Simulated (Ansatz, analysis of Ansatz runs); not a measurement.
# A hop of Br in CsLiBr2 (P4/nmm), charge +1

Wanted: path and barrier of a jump of Br in CsLiBr2 (P4/nmm) at charge +1. The case: V_Br hop (4.2 Å), in a cell of 64 host atoms with 1 Br taken out.

Method: plane-wave PAW DFT, PBEsol; nudged elastic band between two relaxed defect structures at fixed charge in a uniform background, in Ansatz 0.2.0.

Report form: the programs' logs are mostly left out.

**1. The structure**

The cell holds 63 atoms: 16 Cs, 16 Li and 31 Br. Cell: a = 14.446 Å, b = 14.446 Å, c = 9.811 Å, α = 90.0°, β = 90.0°, γ = 90.0°. It derives from CsLiBr2 (space group P4/nmm). Nearest the centre at fractional (0.438, 0.438, 0.832): Li8 at 1.52 Å, Br10 at 2.09 Å, Cs20 at 3.13 Å, Cs35 at 3.13 Å, Br47 at 3.30 Å, Br32 at 3.30 Å, Li22 at 3.78 Å, Li37 at 3.78 Å. The cell carries charge +1.

The cell's shortest repeat is 9.8 Å.

**2. Relaxation of the start point, charge +1**

The ends come first: from an unrelaxed start the top is counted from too high an energy, and the barrier comes out too low. Small random displacements break the symmetry of the ideal sites, so that the defect can distort if it gains by it. The charge of +1 is set by the electron count, and a uniform background keeps the cell neutral.

Contents of qp1.start/input.yaml:

```yaml
crystal:
  lattice:
    - [10.21487051, 10.21487051, 0.0]
    - [-10.21487051, 10.21487051, 0.0]
    - [0.0, 0.0, 9.8110832]
  atoms:
    - { symbol: Cs, position: [0.125, 0.125, 0.2995137] }
    - { symbol: Cs, position: [0.375, 0.375, 0.2995137] }
    - { symbol: Cs, position: [0.125, 0.375, 0.7004863] }
    - { symbol: Cs, position: [0.375, 0.125, 0.7004863] }
    - { symbol: Li, position: [0.125, 0.375, 0.08388538] }
    - { symbol: Li, position: [0.375, 0.125, 0.08388538] }
    - { symbol: Li, position: [0.125, 0.125, 0.91611462] }
    - { symbol: Li, position: [0.375, 0.375, 0.91611462] }
[... 51 atom lines left out ...]
    - { symbol: Br, position: [0.875, 0.625, 0.33616565] }
    - { symbol: Br, position: [0.75, 0.75, 0.0] }
    - { symbol: Br, position: [0.5, 0.75, 0.0] }
    - { symbol: Br, position: [0.75, 0.5, 0.0] }
total_charge: 1
basis:
  ecutwfc: 420
  xc_grid: 2
hamiltonian:
  xc: pbesol
kpoints:
  mp_grid: { grid: [1, 1, 1], shift: [0.25, 0.25, 0.25] }
scf:
  occupations: { method: fixed }
  max_iter: 150
output:
  forces: true
relax:
  f_tol: 0.02
  max_steps: 70
  random_displacement: { amplitude: 0.03, seed: 3108 }
```

On the command line:

```bash
ansatz run input.yaml --threads 32 --pin off --max-ram 84787MiB --backend cuda --events-out ev --progress --plain --runs-dir out --max-vram 78GiB
```

Wall time 3.8 s (1 × NVIDIA GB200 with 32 threads of Arm Neoverse V2, shared host); peak memory 1.4 GiB; 13 s of CPU time.

Step by step:

```csv
step,energy less that of the first step (eV),largest force component (eV/Å)
1,0.0000,0.7004
2,-0.8452,0.2163
3,-1.0004,0.0789
4,-1.0150,0.0304
5,-1.0206,0.0104
```

The atoms that moved most (Å, from the sites as typed, ahead of the random displacement, the mean shift of all atoms taken out):

```csv
atom,dx,dy,dz,length
Li8,0.001,-0.307,-0.080,0.317
Li37,0.303,-0.002,0.079,0.313
Li55,0.000,0.302,-0.077,0.312
Li22,-0.301,-0.003,0.080,0.311
Br62,0.211,-0.213,0.003,0.300
Br32,0.213,0.208,0.001,0.298
Br63,-0.210,-0.212,0.001,0.298
Br47,-0.208,0.207,-0.002,0.293
```

Neighbours of Br10 at the end:

```csv
atom,distance (Å)
Li8,2.421
Cs2,3.517
Cs20,3.640
Cs35,3.640
Cs4,3.669
Cs3,3.670
Br32,4.050
Br47,4.051
```

This step gave:

- free energy: -177561.1564 eV
- r.m.s. move of the farther half of the atoms: 0.03212 Å
- largest move from the ideal geometry of this structure, a common shift of the far atoms taken out: 0.3283 Å

The relaxation gained 1.021 eV and ended with a largest force component of 0.010 eV/Å.

**3. Relaxation of the end point, charge +1**

The end point is relaxed in the same cell and settings, so that the two energies compare. Atoms more than 3.2 Å from the middle of the hop start where the first relaxation left them, the nearer ones on or close to their ideal places, with small random displacements.

Contents of qp1.end/input.yaml:

```yaml
crystal:
  lattice:
    - [10.21487051, 10.21487051, 0.0]
    - [-10.21487051, 10.21487051, 0.0]
    - [0.0, 0.0, 9.8110832]
  atoms:
    - { symbol: Cs, position: [0.12389138, 0.12383206, 0.30076518] }
    - { symbol: Cs, position: [0.37170043, 0.37160565, 0.30508352] }
[... 5 atom lines left out ...]
    - { symbol: Li, position: [0.375, 0.375, 0.91611462] }
[... 1 atom line left out ...]
    - { symbol: Br, position: [0.5, 0.5, 1.0] }
[... 3 atom lines left out ...]
    - { symbol: Br, position: [0.24631318, 0.24612157, 0.00212086] }
[... 5 atom lines left out ...]
    - { symbol: Cs, position: [0.375, 0.625, 0.7004863] }
[... 1 atom line left out ...]
    - { symbol: Li, position: [0.35963802, 0.63906859, 0.09187495] }
[... 9 atom lines left out ...]
    - { symbol: Br, position: [0.27016565, 0.49924894, -0.00010621] }
[... 2 atom lines left out ...]
    - { symbol: Cs, position: [0.625, 0.375, 0.7004863] }
[... 1 atom line left out ...]
    - { symbol: Li, position: [0.63928211, 0.3595518, 0.09169992] }
[... 9 atom lines left out ...]
    - { symbol: Br, position: [0.49949451, 0.26978026, -0.00045459] }
[... 7 atom lines left out ...]
    - { symbol: Li, position: [0.63934002, 0.63931512, 0.90809404] }
[... 1 atom line left out ...]
    - { symbol: Br, position: [0.6228101, 0.62281652, 0.6637336] }
[... 4 atom lines left out ...]
    - { symbol: Br, position: [0.499441, 0.72872953, 8.507e-05] }
    - { symbol: Br, position: [0.7289038, 0.49942844, -0.00010554] }
total_charge: 1
basis:
  ecutwfc: 420
  xc_grid: 2
hamiltonian:
  xc: pbesol
kpoints:
  mp_grid: { grid: [1, 1, 1], shift: [0.25, 0.25, 0.25] }
scf:
  occupations: { method: fixed }
  max_iter: 150
output:
  forces: true
relax:
  f_tol: 0.02
  max_steps: 70
  random_displacement: { amplitude: 0.01, seed: 3108 }
```

It took 5 s on 1 × NVIDIA GB200 with 32 threads; peak memory 1.4 GiB.

Relaxation path:

```csv
step,energy less that of the first step (eV),largest force component (eV/Å)
1,0.0000,0.7258
2,-0.8173,0.4056
3,-1.0422,0.1164
4,-1.0604,0.1082
5,-1.0634,0.0521
6,-1.0179,0.1364
7,-1.0676,0.0320
8,-1.0676,0.0195
```

Relaxation step 6 was tried and not accepted.

The atoms that moved most (Å, from the sites as typed, ahead of the random displacement):

```csv
atom,dx,dy,dz,length
Li8,0.001,-0.005,0.377,0.377
Li37,-0.286,0.023,-0.079,0.297
Li22,0.284,0.024,-0.081,0.296
Br32,-0.180,-0.204,-0.101,0.290
Br62,-0.201,0.207,0.009,0.289
Br63,0.200,0.205,0.010,0.287
Br47,0.174,-0.202,-0.099,0.285
Li55,0.000,-0.246,0.062,0.254
```

Neighbours of Br10 at the end:

```csv
atom,distance (Å)
Li8,2.544
Li22,2.732
Li37,2.732
Li55,2.740
Br47,3.565
Br32,3.565
Br63,3.622
Br62,3.622
```

Read from the output:

```yaml
free_energy: -177560.7757 eV
r_m_s_move_of_the_farther_half_of_the_atoms: 0.03200 Å
largest_move_from_the_ideal_geometry_of_this_structure_a_common_shift_of_the_far_atoms_taken_out: 0.3768 Å
```

The relaxation gained 1.068 eV and ended with a largest force component of 0.019 eV/Å. The end lies 0.381 eV above the start.

**4. Nudged elastic band, charge +1**

5 movable images are laid between the ends on a pair-potential path, which keeps atoms from colliding in the first guess. Each image feels the true force across the path and a spring force along it. The highest image is set to climb to the top of the path.

This step: plane-wave PAW DFT, PBEsol; nudged elastic band between two relaxed defect structures at fixed charge in a uniform background.

Contents of qp1.neb/input.yaml:

```yaml
crystal:
  lattice:
    - [10.21487051, 10.21487051, 0.0]
    - [-10.21487051, 10.21487051, 0.0]
    - [0.0, 0.0, 9.8110832]
  atoms:
    - { symbol: Cs, position: [0.12443569, 0.12459825, 0.30098637] }
    - { symbol: Cs, position: [0.37224474, 0.37237184, 0.30530471] }
    - { symbol: Cs, position: [0.12349623, 0.37447195, 0.69617091] }
    - { symbol: Cs, position: [0.3743002, 0.12373871, 0.69613236] }
    - { symbol: Li, position: [0.12326792, 0.37293202, 0.08442512] }
    - { symbol: Li, position: [0.37286052, 0.12332268, 0.08432125] }
    - { symbol: Li, position: [0.12310272, 0.12330532, 0.91451945] }
    - { symbol: Li, position: [0.36010386, 0.36018126, 0.90800496] }
    - { symbol: Br, position: [0.12547781, 0.12573163, 0.66330063] }
    - { symbol: Br, position: [0.37656515, 0.37675612, 0.66369107] }
    - { symbol: Br, position: [0.12496224, 0.37645543, 0.33463855] }
    - { symbol: Br, position: [0.37635846, 0.12504147, 0.33451077] }
    - { symbol: Br, position: [0.00021721, 0.0004963, -0.00018554] }
    - { symbol: Br, position: [0.2468575, 0.24688776, 0.00234205] }
    - { symbol: Br, position: [2.139e-05, 0.25077288, -0.00033466] }
    - { symbol: Br, position: [0.25048162, 0.00010267, -0.00034763] }
    - { symbol: Cs, position: [0.12364753, 0.62626811, 0.30377416] }
    - { symbol: Cs, position: [0.37423896, 0.87646981, 0.30375967] }
    - { symbol: Cs, position: [0.12439666, 0.87620476, 0.69873774] }
    - { symbol: Cs, position: [0.3723001, 0.62778768, 0.6948824] }
    - { symbol: Li, position: [0.12319797, 0.8773803, 0.08515871] }
    - { symbol: Li, position: [0.36018234, 0.63983478, 0.09209615] }
    - { symbol: Li, position: [0.12298416, 0.6278561, 0.91555913] }
    - { symbol: Li, position: [0.37279993, 0.87678214, 0.91556985] }
    - { symbol: Br, position: [0.12500505, 0.62431818, 0.66539074] }
    - { symbol: Br, position: [0.37625741, 0.87507511, 0.66536673] }
    - { symbol: Br, position: [0.12546901, 0.87507467, 0.33638917] }
    - { symbol: Br, position: [0.37664367, 0.62341079, 0.33646432] }
    - { symbol: Br, position: [5.79e-05, 0.50051601, 5.452e-05] }
    - { symbol: Br, position: [0.24684062, 0.75323404, -0.00193838] }
    - { symbol: Br, position: [-1.707e-05, 0.75036371, -7.116e-05] }
    - { symbol: Br, position: [0.27070997, 0.50001513, 0.00011498] }
    - { symbol: Cs, position: [0.62612369, 0.1237385, 0.30379832] }
    - { symbol: Cs, position: [0.87633122, 0.37449278, 0.30370901] }
    - { symbol: Cs, position: [0.62765604, 0.3725366, 0.69462181] }
    - { symbol: Cs, position: [0.87597192, 0.12469436, 0.69873966] }
    - { symbol: Li, position: [0.63982643, 0.36031799, 0.09192111] }
    - { symbol: Li, position: [0.87729982, 0.12335885, 0.08521007] }
    - { symbol: Li, position: [0.62743352, 0.12347282, 0.91563118] }
    - { symbol: Li, position: [0.87656715, 0.37319623, 0.91562165] }
    - { symbol: Br, position: [0.62414419, 0.12522395, 0.66541473] }
    - { symbol: Br, position: [0.87488438, 0.37658742, 0.66537918] }
    - { symbol: Br, position: [0.62321795, 0.37678038, 0.33624673] }
    - { symbol: Br, position: [0.87497068, 0.12576881, 0.33646248] }
    - { symbol: Br, position: [0.50024364, 4.517e-05, -1.882e-05] }
    - { symbol: Br, position: [0.75324984, 0.24707241, -0.00198309] }
    - { symbol: Br, position: [0.50003883, 0.27054645, -0.0002334] }
    - { symbol: Br, position: [0.75004004, 0.00032336, 0.00027356] }
    - { symbol: Cs, position: [0.62768851, 0.62789322, 0.30560978] }
    - { symbol: Cs, position: [0.875963, 0.8762415, 0.30136886] }
    - { symbol: Cs, position: [0.62601703, 0.87666326, 0.69643476] }
    - { symbol: Cs, position: [0.87643911, 0.62640556, 0.6962832] }
    - { symbol: Li, position: [0.62760138, 0.87710394, 0.08470229] }
    - { symbol: Li, position: [0.87695999, 0.62786, 0.08452359] }
    - { symbol: Li, position: [0.63988433, 0.64008131, 0.90831524] }
    - { symbol: Li, position: [0.87702109, 0.87749245, 0.91476573] }
    - { symbol: Br, position: [0.62335441, 0.62358271, 0.6639548] }
    - { symbol: Br, position: [0.87479544, 0.8751286, 0.66351986] }
    - { symbol: Br, position: [0.62411403, 0.8751996, 0.33486991] }
    - { symbol: Br, position: [0.87504911, 0.62430593, 0.33467725] }
    - { symbol: Br, position: [0.75320002, 0.75348203, 0.00210536] }
    - { symbol: Br, position: [0.49998531, 0.72949572, 0.00030626] }
    - { symbol: Br, position: [0.72944811, 0.50019463, 0.00011565] }
total_charge: 1
basis:
  ecutwfc: 420
  xc_grid: 2
hamiltonian:
  xc: pbesol
kpoints:
  mp_grid: { grid: [1, 1, 1], shift: [0.25, 0.25, 0.25] }
scf:
  occupations: { method: fixed }
  max_iter: 150
output:
  forces: true
neb:
  images: 5
  f_tol: 0.04
  climbing: true
  initial_path: idpp
  max_iterations: 45
  order_check: false
  final_atoms:
    - { symbol: Cs, position: [0.12350425, 0.12367031, 0.29985688] }
    - { symbol: Cs, position: [0.37523011, 0.3753955, 0.29486824] }
[... 5 atom lines left out ...]
    - { symbol: Li, position: [0.37538215, 0.37546904, 0.95473996] }
[... 1 atom line left out ...]
    - { symbol: Br, position: [0.49873651, 0.49889596, 0.98988634] }
[... 3 atom lines left out ...]
    - { symbol: Br, position: [0.25193301, 0.25206537, -0.01074384] }
[... 5 atom lines left out ...]
    - { symbol: Cs, position: [0.37537087, 0.63815746, 0.7023489] }
[... 1 atom line left out ...]
    - { symbol: Li, position: [0.37525653, 0.6271128, 0.08379268] }
[... 9 atom lines left out ...]
    - { symbol: Br, position: [0.2519479, 0.49878859, -0.01026271] }
[... 2 atom lines left out ...]
    - { symbol: Cs, position: [0.6379671, 0.37553699, 0.70242033] }
[... 1 atom line left out ...]
    - { symbol: Li, position: [0.62697866, 0.37541918, 0.0838384] }
[... 9 atom lines left out ...]
    - { symbol: Br, position: [0.4986755, 0.25211911, -0.01035323] }
[... 7 atom lines left out ...]
    - { symbol: Li, position: [0.62787095, 0.62803895, 0.91460129] }
[... 1 atom line left out ...]
    - { symbol: Br, position: [0.62238055, 0.62257003, 0.66294831] }
[... 5 atom lines left out ...]
    - { symbol: Br, position: [0.74932878, 0.50042626, 0.00108649] }
```

The job ended after 16 s (1 × NVIDIA GB200 with 32 threads; peak memory 2.6 GiB).

Images along the path:

```csv
image,path (Å),energy (eV),"Br10: x, y, z (Å)"
0,0.000,0.0000,"-0.002, 7.695, 6.512"
1,0.932,0.1110,"-0.014, 8.117, 6.827"
2,1.863,0.4870,"-0.022, 8.769, 7.339"
3,2.795,0.7020,"-0.027, 9.399, 7.974"
4,3.604,0.5830,"-0.051, 9.829, 8.583"
5,4.412,0.4330,"-0.042, 10.069, 9.188"
6,5.221,0.3800,"-0.002, 10.191, 9.712"
```

This step gave:

| Property | Result |
| --- | --- |
| free energy | -177560.4543 eV |
| barrier forward | 0.7021 eV |
| barrier backward | 0.3215 eV |
| end less start | 0.3806 eV |
| hop length | 4.058 Å |

Track of the atom that was set to move:

```csv
image,x (Å),y (Å),z (Å),nearest neighbour,distance (Å)
0,-0.002,7.695,6.512,Li,2.421
1,-0.014,8.117,6.827,Li,2.415
2,-0.022,8.769,7.339,Li,2.352
3,-0.027,9.399,7.974,Li,2.347
4,-0.051,9.829,8.583,Li,2.405
5,-0.042,10.07,9.188,Li,2.48
6,-0.002,10.19,9.712,Li,2.544
```

The band met its tolerance of 0.04 eV/Å after 7 iterations, with image 3 on top (the start counts as 0). Br10, which moves farthest between the ends, has 1 Li at 2.42 Å nearest at the start and 1 Li at 2.35 Å at the top.

**5. Single point at the start point, PBEsol, denser k-mesh**

Three single points on a mesh of more k-points (start, top, end) test the sampling. The start is shown; top and end are run alike.

This step: plane-wave PAW DFT, PBEsol; single point of a defect supercell on a structure of the PBEsol path.

Contents of qp1.start.mesh/input.yaml:

```yaml
crystal:
  lattice:
    - [10.21487051, 10.21487051, 0.0]
    - [-10.21487051, 10.21487051, 0.0]
    - [0.0, 0.0, 9.8110832]
  atoms:
    - { symbol: Cs, position: [0.12443569, 0.12459825, 0.30098637] }
    - { symbol: Cs, position: [0.37224474, 0.37237184, 0.30530471] }
[... 5 atom lines left out ...]
    - { symbol: Li, position: [0.36010386, 0.36018126, 0.90800496] }
[... 1 atom line left out ...]
    - { symbol: Br, position: [0.37656515, 0.37675612, 0.66369107] }
[... 3 atom lines left out ...]
    - { symbol: Br, position: [0.2468575, 0.24688776, 0.00234205] }
[... 5 atom lines left out ...]
    - { symbol: Cs, position: [0.3723001, 0.62778768, 0.6948824] }
[... 1 atom line left out ...]
    - { symbol: Li, position: [0.36018234, 0.63983478, 0.09209615] }
[... 9 atom lines left out ...]
    - { symbol: Br, position: [0.27070997, 0.50001513, 0.00011498] }
[... 2 atom lines left out ...]
    - { symbol: Cs, position: [0.62765604, 0.3725366, 0.69462181] }
[... 1 atom line left out ...]
    - { symbol: Li, position: [0.63982643, 0.36031799, 0.09192111] }
[... 9 atom lines left out ...]
    - { symbol: Br, position: [0.50003883, 0.27054645, -0.0002334] }
[... 7 atom lines left out ...]
    - { symbol: Li, position: [0.63988433, 0.64008131, 0.90831524] }
[... 1 atom line left out ...]
    - { symbol: Br, position: [0.62335441, 0.62358271, 0.6639548] }
[... 5 atom lines left out ...]
    - { symbol: Br, position: [0.72944811, 0.50019463, 0.00011565] }
total_charge: 1
basis:
  ecutwfc: 420
  xc_grid: 2
hamiltonian:
  xc: pbesol
kpoints:
  mp_grid: { grid: [2, 2, 2], shift: [0.5, 0.5, 0.5] }
scf:
  occupations: { method: fixed }
  max_iter: 150
output:
  forces: true
  eigenvalues: true
checkpoint:
  write: "../qp1.start.mesh.run"
  compress: false
  write_wavefunctions: false
  write_every: 100000
```

Elapsed: 2.1 s, on 1 × NVIDIA GB200 with 32 threads; peak memory 1.3 GiB; 6.1 s of CPU time.

Read from the output:

```yaml
free_energy: -177561.1564 eV
```

**6. Barrier from single points, PBEsol, denser k-mesh**

Analysis of the runs above: barrier from PBEsol single points on the PBEsol path.

It gives:

| Item | Value |
| --- | --- |
| barrier forward | 0.7016 eV |
| barrier backward | 0.3209 eV |
| end less start | 0.3806 eV |

This gives 0.702 eV against the band's 0.702 eV (backward 0.321 against 0.321 eV). This mesh holds only the band's own point and its sign variants, so it tests the average over those and no finer sampling.

(Continued in part 2 of 2.)

[Logs are printed without paths, hosts, clocks, repeated set-up lines and the standing remarks that a program may print on its own settings, such as how far it seeks lower states.]

[Hosts, paths, dates, database ids (printed as entryN), source tags and the programs' standing remarks are cut or masked in the printed files.]
